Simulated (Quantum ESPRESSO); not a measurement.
**SiO2 (quartz): which axis gives way under pressure?**

Cell and atoms of quartz SiO2 are relaxed at set pressures, to see how each axis shrinks. The phase is followed to these pressures whether or not it stays the stable one.

Calculated with Quantum ESPRESSO 7.5, PBEsol, GBRV 1.5 ultrasoft potentials, cutoff 680 eV, Fermi–Dirac smearing 0.02 eV, k-mesh 7×7×5, no spin polarisation, no spin-orbit coupling.

Reference cell, relaxed at zero pressure with PBEsol (P3_221): a = 4.9467 Å, b = 4.9467 Å, c = 5.4407 Å, α = 90.00°, β = 90.00°, γ = 120.00°.

```
atom       x       y       z
  Si  0.4700  0.0000  0.6667
  Si  0.0000  0.4700  0.3333
  Si  0.5300  0.5300  0.0000
   O  0.4124  0.2676  0.7851
   O  0.7324  0.1448  0.4517
   O  0.8552  0.5876  0.1184
   O  0.2676  0.4124  0.2149
   O  0.1448  0.7324  0.5483
   O  0.5876  0.8552  0.8816
```

| P (GPa) | a (Å) | c (Å) | c/a |
| --- | --- | --- | --- |
| −1.02 | 5.0024 | 5.4856 | 1.0966 |
| −0.01 | 4.9467 | 5.4407 | 1.0999 |
| 1.01 | 4.8874 | 5.3939 | 1.1036 |
| 2.01 | 4.8429 | 5.3604 | 1.1069 |
| 3.99 | 4.7678 | 5.3100 | 1.1137 |
| 5.97 | 4.7043 | 5.2731 | 1.1209 |

**Question.** Give the linear compressibility of each axis at zero pressure, and the edges at 7.93 GPa, a row left out above.

Least squares with l = l0 + l1 P + l2 P² gives for a: l0 = 4.9438 Å, l1 = −5.486e−2 Å/GPa, l2 = 2.50e−3 Å/GPa², so β = −l1/l0 = 11.096 × 10⁻³ GPa⁻¹ and the withheld edge is 4.6661 Å. This extrapolates past the fitted rows. The run itself gives 4.6486 Å, so the estimate misses by 0.0175 Å, more than the largest misfit of the fitted rows (0.0035 Å).

Least squares with l = l0 + l1 P + l2 P² gives for c: l0 = 5.4382 Å, l1 = −4.368e−2 Å/GPa, l2 = 2.72e−3 Å/GPa², so β = −l1/l0 = 8.032 × 10⁻³ GPa⁻¹ and the withheld edge is 5.2626 Å. This extrapolates past the fitted rows. The run itself gives 5.2436 Å, so the estimate misses by 0.0190 Å, more than the largest misfit of the fitted rows (0.0029 Å).

The compressibilities add to the volume compressibility, 2β_a + β_c = 30.225 × 10⁻³ GPa⁻¹, or B0 ≈ 33 GPa; a parabola over so wide a range errs a few per cent to the stiff side. The a axis is the softest, 1.4 times as compressible as c.

[Logs are printed without paths, hosts, clocks, repeated set-up lines and the standing remarks that a program may print on its own settings, such as how far it seeks lower states.]
